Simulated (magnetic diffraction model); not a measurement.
# Solving a magnetic structure from powder neutron data: RbPrNb2S7

Space group Imma (no. 74), a = 6.6620 Å, b = 26.8960 Å, c = 6.6830 Å.

| site | atom | x | y | z |
| --- | --- | --- | --- | --- |
| 4e | Pr | 0 | 1/4 | 0.9772 |
| 8h | Nb | 0 | 0.3529 | 0.4968 |
| 4a | Rb | 0 | 0 | 0 |
| 8g | S | 3/4 | 0.3312 | 3/4 |
| 8g | S | 1/4 | 0.3333 | 1/4 |
| 8h | S | 0 | 0.4327 | 0.5060 |
| 4e | S | 1/2 | 1/4 | 0.9767 |

The compound is invented for this exercise: a known structure type with other elements, its cell scaled to their sizes and not relaxed.

Only Pr is taken to order (form factors of Pr3+); orders and moment sizes are assumed, and not adapted to the symmetry. Radiation: neutrons of λ = 1.8 Å, 5° to 35°; isotropic B of 0.51 Å² (Pr), 0.48 Å² (Nb), 0.68 Å² (Rb) and 0.65 Å² (S). The intensities are simulated: I ∝ L Σ (|F_N|² + |F_M⊥|²) for unpolarised neutrons, with F_M = 2.695 fm/μB × Σ f(s) S exp(2πi Q·r) exp(−B s²) at Q = H ± k (one set where k and −k are equivalent), only the part normal to Q counting and L = 1/(sin²θ cos θ). For collinear order S is the moment m, which repeats by lattice and centring translations R with the sign exp(−2πi k·R). Form factors are spin-only for 3d ions and dipole or tabulated for f ions, scattering lengths are Sears's of 1992, and absorption is left out. A label names one of the reflections at its angle. The strongest nuclear line in the range is 100, and lines under 0.2 are left out.

Above the ordering temperature:

| 2θ (°) | index | I |
| --- | --- | --- |
| 7.67 | (0 2 0) | 25.5 |
| 15.38 | (0 4 0) | 2.1 |
| 15.95 | (0 1 1) | 0.3 |
| 19.34 | (0 3 1) | 0.3 |
| 21.99 | (1 0 1) | 19.5 |
| 23.16 | (0 6 0) | 20.5 |
| 23.33 | (1 2 1) | 8.6 |
| 24.80 | (0 5 1) | 0.4 |
| 26.95 | (1 4 1) | 100.0 |
| 31.05 | (0 8 0) | 3.4 |
| 31.25 | (0 0 2) | 20.8 |
| 31.35 | (2 0 0) | 21.4 |
| 32.23 | (0 2 2) | 2.5 |
| 32.32 | (2 2 0) | 2.2 |

Below it (cell unchanged):

```
2θ (°)      I
  7.67   25.5
  7.96   18.4
  9.63    8.5
 12.33    3.2
 15.38    2.1
 15.53    1.2
 15.95    0.3
 17.47    5.8
 18.31    4.8
 18.99    0.6
 19.34    0.3
 19.88    3.5
 21.99   19.5
 22.03    2.3
 22.60    0.3
 23.16   20.5
 23.33    8.6
 23.39    1.1
 24.03    1.0
 24.62    1.4
 24.80    0.4
 25.26    0.8
 26.95  100.0
 27.01    0.6
 27.54    0.9
 28.20    3.5
 28.74    3.3
 29.19    0.4
 29.79    2.8
 30.70    0.6
 31.05    3.4
 31.25   20.8
 31.30    2.3
 31.35   21.4
 31.72    0.3
 32.23    2.5
```
(The table stops after 36 lines; 7 more lie at higher angle.)

**Question.** Check that the new lines index with k = (0 1/2 1/2), then choose among these models:
A. collinear moments along [111], 2.8 μB on Pr; signs + at (0, 1/4, 0.9772), − at (1/2, 1/4, 0.5228)
B. collinear moments along [111], 2.8 μB on Pr; signs + at (0, 1/4, 0.9772), + at (1/2, 1/4, 0.5228)
C. collinear moments along [010], 2.8 μB on Pr; signs + at (0, 1/4, 0.9772), + at (1/2, 1/4, 0.5228)
D. collinear moments along [010], 2.8 μB on Pr; signs + at (0, 1/4, 0.9772), − at (1/2, 1/4, 0.5228)

The new lines index as (0 1/2 1/2) at 7.96°, (0 3/2 -1/2) at 9.63°, (0 5/2 1/2) at 12.33° and (0 7/2 -1/2) at 15.53°, that is as H ± k with k = (0 1/2 1/2), one of 2 inequivalent arms of its star (k and −k counted as one), which a powder can't tell apart. Half indices mean that the moments reverse under translations with k·R a half-integer, and the magnetic cell has twice the primitive volume.

Magnetic intensity, observed (below minus above) and for each model:

| 2θ (°) | index | observed | A | B | C | D |
| --- | --- | --- | --- | --- | --- | --- |
| 7.96 | (0 1/2 1/2) | 18.4 | 11.6 | 15.5 | 18.4 | 13.8 |
| 9.63 | (0 3/2 -1/2) | 8.5 | 8.5 | 11.4 | 8.5 | 6.4 |
| 12.33 | (0 5/2 1/2) | 3.2 | 1.3 | 1.8 | 3.2 | 2.4 |
| 17.47 | (1 1/2 -1/2) | 5.8 | 7.5 | 5.7 | 5.8 | 7.8 |
| 18.31 | (1 3/2 1/2) | 4.8 | 5.8 | 4.3 | 4.8 | 6.5 |
| 28.20 | (1 1/2 3/2) | 3.5 | 1.4 | 3.3 | 3.5 | 1.5 |
| 28.74 | (1 3/2 -3/2) | 3.3 | 1.4 | 3.4 | 3.3 | 1.4 |
| 29.79 | (1 5/2 3/2) | 2.8 | 1.0 | 2.4 | 2.8 | 1.2 |

Model C matches.

The structure used: k = (0 1/2 1/2), collinear moments along [010], 2.8 μB on Pr; signs + at (0, 1/4, 0.9772), + at (1/2, 1/4, 0.5228).

[Logs are printed without paths, hosts, clocks, repeated set-up lines and the standing remarks that a program may print on its own settings, such as how far it seeks lower states.]
